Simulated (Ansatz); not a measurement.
# Cl on W(100): change of the work function, part 2 of 3

How does Cl on the hollow site change the work function of W(100) as the layer fills?

Ansatz 0.2.0; plane-wave DFT, PBE, Ansatz PAW.

So far, work function, upper face (eV): step 2 (the clean slab) 4.14.

### 3. Adsorbate added, k-mesh 6×6×1, coverage 0.25 ML

System of this step: W20Cl (Cl/W(100)). The cell holds 21 atoms: 20 W and 1 Cl. Cell: a = 6.320 Å, b = 6.320 Å, c = 25.784 Å, α = 90.0°, β = 90.0°, γ = 90.0°. Vacuum lies along c.

The clean slab as it ended is repeated in the plane and the adsorbate is set on one face; the cell's size fixes the coverage, and the k-mesh shrinks with it to keep the sampling density about even. Adsorbate and upper layers relax, since the dipole depends on the height.

Contents of input.yaml:

```yaml
crystal:
  lattice:
    - [6.32, 0.0, 0.0]
    - [0.0, 6.32, 0.0]
    - [0.0, 0.0, 25.7838026031]
  atoms:
    - { symbol: W, position: [0.0, 0.0, 0.349056349] }
    - { symbol: W, position: [0.25, 0.25, 0.4103351302] }
    - { symbol: W, position: [0.0, 0.0, 0.4715816652] }
    - { symbol: W, position: [0.25, 0.25, 0.5353665687] }
    - { symbol: W, position: [0.0, 0.0, 0.5908440487] }
    - { symbol: W, position: [0.0, 0.5, 0.349056349] }
    - { symbol: W, position: [0.25, 0.75, 0.4103351302] }
    - { symbol: W, position: [0.0, 0.5, 0.4715816652] }
    - { symbol: W, position: [0.25, 0.75, 0.5353665687] }
    - { symbol: W, position: [0.0, 0.5, 0.5908440487] }
    - { symbol: W, position: [0.5, 0.0, 0.349056349] }
    - { symbol: W, position: [0.75, 0.25, 0.4103351302] }
    - { symbol: W, position: [0.5, 0.0, 0.4715816652] }
    - { symbol: W, position: [0.75, 0.25, 0.5353665687] }
    - { symbol: W, position: [0.5, 0.0, 0.5908440487] }
    - { symbol: W, position: [0.5, 0.5, 0.349056349] }
    - { symbol: W, position: [0.75, 0.75, 0.4103351302] }
    - { symbol: W, position: [0.5, 0.5, 0.4715816652] }
    - { symbol: W, position: [0.75, 0.75, 0.5353665687] }
    - { symbol: W, position: [0.5, 0.5, 0.5908440487] }
    - { symbol: Cl, position: [0.25, 0.25, 0.650943651] }
kpoints:
  mp_grid: { grid: [6, 6, 1] }
hamiltonian:
  xc: pbe
scf:
  occupations: { method: fermi_dirac, width: 0.1 }
  convergence: { dr2_threshold: 1.0e-08 }
efield:
  axis: 3
  dipole_correction: true
  ramp_position: 0.97
  ramp_width: 0.06
relax:
  f_tol: 0.02
  max_steps: 60
  constraints: [{ sites: [0, 1, 5, 6, 10, 11, 15, 16] }]
output:
  dos: { projected: true, e_range: [-8, 4] }
  write_potential: true
  write_density: true
  volumetric_format: npy
  elf: true
```

The run is started by

```sh
ansatz run input.yaml --threads 4 --pin off --max-ram 6144MiB --backend cpu --events-out ev --progress --plain --runs-dir out
```

Numbers of over 12 decimals in the logs are rounded to 6 here.

Log:

```text
[...]
Crystal: 21 atoms, lattice volume = 1029.867 Å³
Basis set: ecut = 420 eV, 20187 PW (Γ), exchange–correlation on 90×90×360 points (8 copies of the dense FFT grid, shifted against one another)
Bands: 173, of which v1, the nominal top of the filled ones, is band 144 counted from 1 (143 counted from 0)
Symmetry: 8 space group operations
[...]
k-points: 10 of 36
[...]
SCF iter   1: F=—  HF=-208758.209471 eV  |F-HF|=—  |Δ(HF+E_count)|=         —  Δρ=6.14e-3  dr2=8.88e-1  ethr=1.77e-3  p=0.032 e·Å  D=5.70e-3 V/Å  ΔV_dip=-0.15 eV  dr2_dipole=6.07e-2  V_vac-E_F(+/−)=4.17/4.32 eV  ⟨swp⟩=10.6  Hψ=8803  notcnv=0
[...]
SCF iter  10: F=-208758.111067 eV  HF=-208758.111067 eV  |F-HF|=5.94e-9  |Δ(HF+E_count)|=   3.38e-8  Δρ=5.04e-7  dr2=7.32e-9  ethr=3.48e-12  p=0.034 e·Å  D=6.02e-3 V/Å  ΔV_dip=-0.16 eV  dr2_dipole=7.30e-11  V_vac-E_F(+/−)=4.11/4.26 eV  ⟨swp⟩=12.1  Hψ=13257  notcnv=0
SCF 1 converged in 10 iterations: F = -208758.111067 eV  dr2 = 7.32e-9
[...]
relax step   1: F+E_penalty+E_count = -208758.11106682 eV  Δ(F+E_penalty+E_count) = +0.000e0 eV  max|allowed force component| = 1.519e0 eV/Å  Δτ_max = 0.0000 Å  (10 SCF iters, accepted)
[...]
iter 1 solved again at ethr=7.63e-4 eV; its pass at ethr=3.10e-3 eV (dr2=2.19e0 eV) is discarded
[...]
SCF iter  11: F=-208758.418471 eV  HF=-208758.418471 eV  |F-HF|=5.53e-9  |Δ(HF+E_count)|=   9.31e-9  Δρ=2.57e-7  dr2=1.18e-9  ethr=3.48e-12  p=0.003 e·Å  D=6.01e-4 V/Å  ΔV_dip=-0.02 eV  dr2_dipole=3.38e-12  V_vac-E_F(+/−)=4.23/4.25 eV  ⟨swp⟩=10.3  Hψ=11616  notcnv=0
SCF 2 converged in 11 iterations: F = -208758.418471 eV  dr2 = 1.18e-9
relax step   2: F+E_penalty+E_count = -208758.41847078 eV  Δ(F+E_penalty+E_count) = -3.074e-1 eV  max|allowed force component| = 1.539e0 eV/Å  Δτ_max = 0.1943 Å  (11 SCF iters, accepted)
SCF iter   1: F=—  HF=-208758.644287 eV  |F-HF|=—  |Δ(HF+E_count)|=         —  Δρ=5.03e-3  dr2=1.50e0  ethr=2.74e-3  p=0.003 e·Å  D=6.01e-4 V/Å  ΔV_dip=-0.02 eV  dr2_dipole=3.15e-1  V_vac-E_F(+/−)=4.24/4.26 eV  ⟨swp⟩=4.1  Hψ=3412  notcnv=0
[...]
SCF iter  10: F=-208758.568810 eV  HF=-208758.568810 eV  |F-HF|=1.14e-8  |Δ(HF+E_count)|=   5.90e-8  Δρ=5.06e-7  dr2=4.27e-9  ethr=3.48e-12  p=-0.000 e·Å  D=-8.74e-5 V/Å  ΔV_dip=0.00 eV  dr2_dipole=1.41e-10  V_vac-E_F(+/−)=4.24/4.24 eV  ⟨swp⟩=11.7  Hψ=13004  notcnv=0
SCF 3 converged in 10 iterations: F = -208758.568810 eV  dr2 = 4.27e-9
relax step   3: F+E_penalty+E_count = -208758.56880985 eV  Δ(F+E_penalty+E_count) = -1.503e-1 eV  max|allowed force component| = 8.576e-1 eV/Å  Δτ_max = 0.1054 Å  (10 SCF iters, accepted)
[...]
relax step   4: F+E_penalty+E_count = -208758.60291795 eV  Δ(F+E_penalty+E_count) = -3.411e-2 eV  max|allowed force component| = 2.115e-1 eV/Å  Δτ_max = 0.0466 Å  (10 SCF iters, accepted)
[...]
relax step   5: F+E_penalty+E_count = -208758.61200157 eV  Δ(F+E_penalty+E_count) = -9.084e-3 eV  max|allowed force component| = 1.196e-1 eV/Å  Δτ_max = 0.0175 Å  (9 SCF iters, accepted)
[...]
relax step   6: F+E_penalty+E_count = -208758.61373890 eV  Δ(F+E_penalty+E_count) = -1.737e-3 eV  max|allowed force component| = 1.104e-1 eV/Å  Δτ_max = 0.0194 Å  (8 SCF iters, accepted)
[...]
relax step   7: F+E_penalty+E_count = -208758.61417008 eV  Δ(F+E_penalty+E_count) = -4.312e-4 eV  max|allowed force component| = 6.042e-2 eV/Å  Δτ_max = 0.0151 Å  (8 SCF iters, accepted)
SCF iter   1: F=—  HF=-208758.614962 eV  |F-HF|=—  |Δ(HF+E_count)|=         —  Δρ=1.58e-4  dr2=8.06e-4  ethr=5.93e-6  p=0.011 e·Å  D=1.97e-3 V/Å  ΔV_dip=-0.05 eV  dr2_dipole=1.64e-4  V_vac-E_F(+/−)=4.18/4.23 eV  ⟨swp⟩=2.0  Hψ=2399  notcnv=0
[...]
SCF iter   6: F=-208758.614370 eV  HF=-208758.614370 eV  |F-HF|=7.25e-9  |Δ(HF+E_count)|=   1.00e-7  Δρ=6.36e-7  dr2=8.61e-9  ethr=3.48e-12  p=0.011 e·Å  D=1.94e-3 V/Å  ΔV_dip=-0.05 eV  dr2_dipole=1.77e-9  V_vac-E_F(+/−)=4.18/4.23 eV  ⟨swp⟩=11.4  Hψ=13147  notcnv=0
SCF 8 converged in 6 iterations: F = -208758.614370 eV  dr2 = 8.61e-9
relax step   8: F+E_penalty+E_count = -208758.61437015 eV  Δ(F+E_penalty+E_count) = -2.001e-4 eV  max|allowed force component| = 3.606e-3 eV/Å  Δτ_max = 0.0040 Å  (6 SCF iters, accepted)
NSCF: frozen V_eff on 10 k-points
[...]
SCF converged after 6 iterations
Free energy (F): -208758.614370 eV
[...]
Internal energy: -208757.970528 eV  (E = F + TS)
E sigma→0 (E₀):  -208758.292449 eV
Entropy (-TS):   -0.643842 eV (-30.659 meV/atom)
Fermi energy:    4.332161 eV
Dipole field:    D = 0.001964 V/Å  (p = 0.011176 e·Å, saw-weighted, corrected)
Work function:   Φ+ = 4.1842 eV   Φ− = 4.2348 eV
[...]
--- Forces (eV/Å), atoms counted from 1 ---
  atom   1  W      0.04377077     0.04377077     1.25817028
  atom   2  W     -0.00000000    -0.00000000    -1.39950459
  atom   3  W     -0.00360647    -0.00360647    -0.00183144
  atom   4  W     -0.00000000    -0.00000000    -0.00167874
  atom   5  W      0.00088240     0.00088240     0.00030616
  atom   6  W      0.04377077    -0.04377077     1.25817028
  atom   7  W     -0.00000000     0.00000000    -1.25732488
  atom   8  W     -0.00360647     0.00360647    -0.00183144
  atom   9  W      0.00000000    -0.00000000     0.00191142
  atom  10  W      0.00088240    -0.00088240     0.00030616
  atom  11  W     -0.04377077     0.04377077     1.25817028
  atom  12  W     -0.00000000     0.00000000    -1.25732488
  atom  13  W      0.00360647    -0.00360647    -0.00183144
  atom  14  W     -0.00000000    -0.00000000     0.00191142
  atom  15  W     -0.00088240     0.00088240     0.00030616
  atom  16  W     -0.04377077    -0.04377077     1.25817028
  atom  17  W     -0.00000000     0.00000000    -1.11713212
  atom  18  W      0.00360647     0.00360647    -0.00183144
  atom  19  W     -0.00000000     0.00000000    -0.00074612
  atom  20  W     -0.00088240    -0.00088240     0.00030616
  atom  21  Cl     0.00000000    -0.00000000     0.00327922
  max |Σ_I F_I| component: 2.92e-5 eV/Å
--- Band table (eV; the first three rows and the last of 10) ---
  k-point 0: bands = [... 140 lower, 4.3266, 4.3266, 4.3656, 4.4116, 4.4234, 4.4234, 4.5661, 5.1744, ... 25 higher]
  k-point 1: bands = [... 140 lower, 4.1284, 4.2348, 4.4090, 4.4421, 4.4445, 4.7063, 4.8553, 5.0322, ... 25 higher]
  k-point 2: bands = [... 140 lower, 4.1213, 4.2000, 4.4000, 4.5770, 4.6224, 4.6957, 4.7114, 4.8407, ... 25 higher]
  k-point 9: bands = [... 140 lower, 4.0413, 4.0413, 4.1020, 4.1104, 4.1104, 4.1141, 4.1777, 4.4294, ... 25 higher]
--- Relaxed structure (8 steps of the walk, 8 accepted, 0 SCFs on fresh bases) ---
  F+E_penalty+E_count = -208758.61437015 eV   max|allowed force component| = 3.606e-3 eV/Å
  atoms:
    - { symbol: W, position: [0.0, 0.0, 0.349056] }
    - { symbol: W, position: [0.250000, 0.250000, 0.410335] }
    - { symbol: W, position: [-0.00319736, -0.00319736, 0.471792] }
    - { symbol: W, position: [0.250000, 0.250000, 0.529897] }
    - { symbol: W, position: [0.020076, 0.020076, 0.592048] }
    - { symbol: W, position: [0.0, 0.500000, 0.349056] }
    - { symbol: W, position: [0.250000, 0.75, 0.410335] }
    - { symbol: W, position: [-0.00319736, 0.503197, 0.471792] }
    - { symbol: W, position: [0.250000, 0.75, 0.535064] }
    - { symbol: W, position: [0.020076, 0.479924, 0.592048] }
    - { symbol: W, position: [0.500000, 0.0, 0.349056] }
    - { symbol: W, position: [0.75, 0.250000, 0.410335] }
    - { symbol: W, position: [0.503197, -0.00319736, 0.471792] }
    - { symbol: W, position: [0.75, 0.250000, 0.535064] }
    - { symbol: W, position: [0.479924, 0.020076, 0.592048] }
    - { symbol: W, position: [0.500000, 0.500000, 0.349056] }
    - { symbol: W, position: [0.75, 0.75, 0.410335] }
    - { symbol: W, position: [0.503197, 0.503197, 0.471792] }
    - { symbol: W, position: [0.75, 0.75, 0.539074] }
    - { symbol: W, position: [0.479924, 0.479924, 0.592048] }
    - { symbol: Cl, position: [0.250000, 0.250000, 0.661458] }
```

It took 8.2 min on 4 threads of Arm Neoverse V1, shared host; peak memory 4.3 GiB; 32 min of CPU time.

This run has no spin polarisation although its electron count is odd.

Relaxation path:

| step | energy less that of the first step (eV) | largest force component (eV/Å) |
| --- | --- | --- |
| 1 | 0.0000 | 1.5190 |
| 2 | -0.3074 | 1.5394 |
| 3 | -0.4577 | 0.8576 |
| 4 | -0.4919 | 0.2115 |
| 5 | -0.5009 | 0.1196 |
| 6 | -0.5027 | 0.1104 |
| 7 | -0.5031 | 0.0604 |
| 8 | -0.5033 | 0.0036 |

Forces are held to the 8 operations that the run works with; a distortion that breaks them can't arise in this run.

The atoms that moved most (Å):

| atom | dx | dy | dz | length |
| --- | --- | --- | --- | --- |
| Cl21 | 0.000 | 0.000 | 0.271 | 0.271 |
| W20 | -0.127 | -0.127 | 0.031 | 0.182 |
| W10 | 0.127 | -0.127 | 0.031 | 0.182 |
| W15 | -0.127 | 0.127 | 0.031 | 0.182 |
| W5 | 0.127 | 0.127 | 0.031 | 0.182 |
| W4 | 0.000 | 0.000 | -0.141 | 0.141 |
| W19 | 0.000 | 0.000 | 0.096 | 0.096 |
| W18 | 0.020 | 0.020 | 0.005 | 0.029 |

The relaxed structure:

```xyz
21
Lattice="6.3200 0.0000 0.0000 0.0000 6.3200 0.0000 0.0000 0.0000 25.7838" Properties=species:S:1:pos:R:3
W     0.0000    0.0000    9.0000
W     1.5800    1.5800   10.5800
W    -0.0202   -0.0202   12.1646
W     1.5800    1.5800   13.6628
W     0.1269    0.1269   15.2653
W     0.0000    3.1600    9.0000
W     1.5800    4.7400   10.5800
W    -0.0202    3.1802   12.1646
W     1.5800    4.7400   13.7960
W     0.1269    3.0331   15.2653
W     3.1600    0.0000    9.0000
W     4.7400    1.5800   10.5800
W     3.1802   -0.0202   12.1646
W     4.7400    1.5800   13.7960
W     3.0331    0.1269   15.2653
W     3.1600    3.1600    9.0000
W     4.7400    4.7400   10.5800
W     3.1802    3.1802   12.1646
W     4.7400    4.7400   13.8994
W     3.0331    3.0331   15.2653
Cl    1.5800    1.5800   17.0549
```

This step gave:

* energy at zero smearing: -208758.2924 eV
* work function, upper face: 4.184 eV
* work function, lower face: 4.235 eV
* dipole along the normal: 0.01118 e·Å
* step between the vacuum levels: -0.05063 eV

Running mean over 1.58 Å of the planar mean; the ramp of the sawtooth is left out. The electron's electrostatic potential energy less the Fermi level by z:

| z (Å) | electron's electrostatic potential energy less the Fermi level (eV) |
| --- | --- |
| 4 | 4.23 |
| 5 | 4.22 |
| 6 | 4.14 |
| 7 | 3.40 |
| 8 | -2.57 |
| 9 | -11.3 |
| 10 | -12.3 |
| 11 | -12.6 |
| 12 | -12.6 |
| 13 | -12.2 |
| 14 | -13.0 |
| 15 | -12.8 |
| 16 | -6.35 |
| 17 | 0.556 |
| 18 | 3.11 |
| 19 | 4.13 |
| 20 | 4.18 |
| 21 | 4.18 |
| 22 | 4.18 |

The density of states has structure finer than the step of the table below, so its rows give means over 0.25 eV, whole bins alone (the curve runs from -8 to 1.98 eV). Peaks (eV: height): -6.080: 40.7, -4.000: 41.1, -3.040: 51.7, -2.380: 39.9, 0.090: 38.6, 1.230: 43.8, 1.710: 41.8.

The density of states by energy, zero at the Fermi level; means over each step:

| energy (eV) | density of states (states/eV a cell) |
| --- | --- |
| -7.75 | 1.42 |
| -7.50 | 1.32 |
| -7.25 | 1.58 |
| -7.00 | 3.91 |
| -6.75 | 3.83 |
| -6.50 | 5.89 |
| -6.25 | 9.60 |
| -6.00 | 13.8 |
| -5.75 | 10.4 |
| -5.50 | 8.70 |
| -5.25 | 13.6 |
| -5.00 | 15.0 |
| -4.75 | 13.4 |
| -4.50 | 12.0 |
| -4.25 | 18.1 |
| -4.00 | 32.2 |
| -3.75 | 17.2 |
| -3.50 | 14.0 |
| -3.25 | 12.6 |
| -3.00 | 31.5 |
| -2.75 | 26.0 |
| -2.50 | 27.1 |
| -2.25 | 27.5 |
| -2.00 | 20.1 |
| -1.75 | 25.4 |
| -1.50 | 22.4 |
| -1.25 | 18.9 |
| -1.00 | 16.6 |
| -0.75 | 16.1 |
| -0.50 | 25.1 |
| -0.25 | 16.7 |
| 0.00 | 21.2 |
| 0.25 | 16.7 |
| 0.50 | 18.0 |
| 0.75 | 16.4 |
| 1.00 | 16.7 |
| 1.25 | 27.6 |
| 1.50 | 26.7 |
| 1.75 | 28.0 |

Projected DOS per atom over height of the atomic layer and energy from the Fermi level. Layers: W4 W4 W4 W4 W4 Cl from below.

Ten even steps from '0' (0.02 states/eV) to '9' (4.34 states/eV), each cell a mean:
```
322220
422220
211020
301020
401020
410130
210120
212120
222220
323230
232320
122210
121210
232221
012100
012100
011102
000019
000006
000001
000000
000000
```
Columns: height of the atomic layer (Å) from 9 to 17.1 (not evenly spaced); rows upwards: energy from the Fermi level (eV) from -7.96 to 1.95.

Valence density in the ca plane at fractional y = 0.250, with atoms of W and Cl within 0.2 Å of it. It is the smooth field of the valence electrons, not physical close to the nuclei.

Ten even steps from '0' (0.0 e/Å³) to '9' (5.0 e/Å³), each cell a mean:
```
00000000000000000000000000000000000000000000
00000011100000111100000000000000000000000000
00000267520000367510000000000000000000000000
00001499930001599820000000000000000000000000
00001499930001599820000000000000000000000000
00000267520000367410000000000000000000000000
00000011100000011100000000000000000000000000
00000000000000000000000000000000000000000000
00000000000000000000000000000000000000000000
00000000000000000000000000000000000000000000
00000134310001244200000122100000000000000000
00000389830002699510001232310000000000000000
00001598940002899610001210310000000000000000
00000389720002699510001232310000000000000000
00000134310001243200000122100000000000000000
00000000000000000000000000000000000000000000
00000000000000000000000000000000000000000000
```
Columns run along c (16.0 Å, from fractional 0.32 to 0.94 of the cell), rows up along a (6.3 Å). Atoms in or near the plane, at fractional coordinates: W at (0.41, 0.25), W at (0.53, 0.25), W at (0.41, 0.75), W at (0.54, 0.75), Cl at (0.66, 0.25).

Electrostatic potential energy in the ca plane at fractional y = 0.250, with atoms of W and Cl within 0.2 Å of it. With pseudopotentials it is smooth inside the atoms' cores, unlike the true potential.

Ten even steps from '0' (-58 eV) to '9' (9 eV), each cell a mean:
```
99999998999999988999999999999999999999999999
99999866689999766789999999999999999999999999
99998521268998511368999999999999999999999999
99997300048996200058999999999999999999999999
99997300048997200058999999999999999999999999
99998521368998521368999999999999999999999999
99999866789999866789999999999999999999999999
99999998999999988999999999999999999999999999
99999999999999999999999999999999999999999999
99999887899999878899999999999999999999999999
99998743479998533689999865799999999999999999
99998400158986200379998521379999999999999999
99997200038985000168998310279999999999999999
99998400158986200379998521379999999999999999
99998743579998534689999865799999999999999999
99999887899999878899999999999999999999999999
99999999999999999999999999999999999999999999
```
Columns run along c (16.0 Å, from fractional 0.32 to 0.94 of the cell; values clipped at the 3rd and 97th percentile), rows up along a (6.3 Å). Atoms in or near the plane, at fractional coordinates: W at (0.41, 0.25), W at (0.53, 0.25), W at (0.41, 0.75), W at (0.54, 0.75), Cl at (0.66, 0.25).

ELF in the ca plane at fractional y = 0.250, with atoms of W and Cl within 0.2 Å of it. It is the smooth field of the valence electrons, not physical close to the nuclei.

Values, 9 rows by 16 columns, each cell a mean:
```
0.39 0.43 0.25 0.37 0.45 0.27 0.36 0.50 0.28 0.07 0.01 0.00 0.00 0.00 0.00 0.00
0.37 0.32 0.53 0.40 0.33 0.50 0.45 0.42 0.33 0.09 0.01 0.00 0.00 0.00 0.00 0.00
0.37 0.30 0.49 0.40 0.30 0.48 0.45 0.38 0.33 0.10 0.01 0.00 0.00 0.00 0.00 0.00
0.39 0.42 0.29 0.35 0.44 0.29 0.35 0.50 0.30 0.06 0.01 0.00 0.00 0.00 0.00 0.00
0.40 0.45 0.31 0.44 0.45 0.33 0.44 0.43 0.30 0.34 0.13 0.01 0.00 0.00 0.00 0.00
0.39 0.39 0.41 0.35 0.40 0.40 0.38 0.34 0.63 0.82 0.52 0.06 0.00 0.00 0.00 0.00
0.36 0.28 0.43 0.41 0.28 0.43 0.43 0.23 0.67 0.68 0.70 0.11 0.00 0.00 0.00 0.00
0.38 0.36 0.50 0.37 0.37 0.49 0.40 0.31 0.67 0.83 0.58 0.08 0.00 0.00 0.00 0.00
0.40 0.45 0.28 0.41 0.45 0.30 0.42 0.41 0.35 0.48 0.21 0.02 0.00 0.00 0.00 0.00
```
Columns run along c (16.0 Å, from fractional 0.32 to 0.94 of the cell), rows up along a (6.3 Å). Atoms in or near the plane, at fractional coordinates: W at (0.41, 0.25), W at (0.53, 0.25), W at (0.41, 0.75), W at (0.54, 0.75), Cl at (0.66, 0.25).

The relaxation took 8 steps and lowered the energy by 0.50 eV; the largest force on the free atoms ends at 0.0036 eV/Å.

By hand: a sheet of dipoles makes a step −p/(ε₀A) in the electron's potential. With e/ε₀ = 180.95 V·Å, p = 0.01118 e·Å and A = 39.94 Å², that is −180.95 × (0.01118) / 39.94 = -0.051 eV, and the two vacuum levels of the run differ by -0.051 eV.

The covered face has 4.18 eV, +0.04 eV against the clean one; the bare back face has moved by -0.02 eV, a measure of how thin the slab is.

[end of part 2 of 3]

[Logs are printed without paths, hosts, clocks, repeated set-up lines and the standing remarks that a program may print on its own settings, such as how far it seeks lower states.]

[Hosts, paths, dates, database ids (printed as entryN), source tags and the programs' standing remarks are cut or masked in the printed files.]

[Maps of the electrostatic potential energy from Ansatz leave out the sawtooth potential of an applied field or a dipole correction, so their vacuum need not be flat; planar profiles and work functions include it.]

[The density of states shown here was stored with 400 of the rows of the run's finer table, so its peaks can read low, often by over a quarter, or be missed, and its means over a window can be off by a tenth or more.]
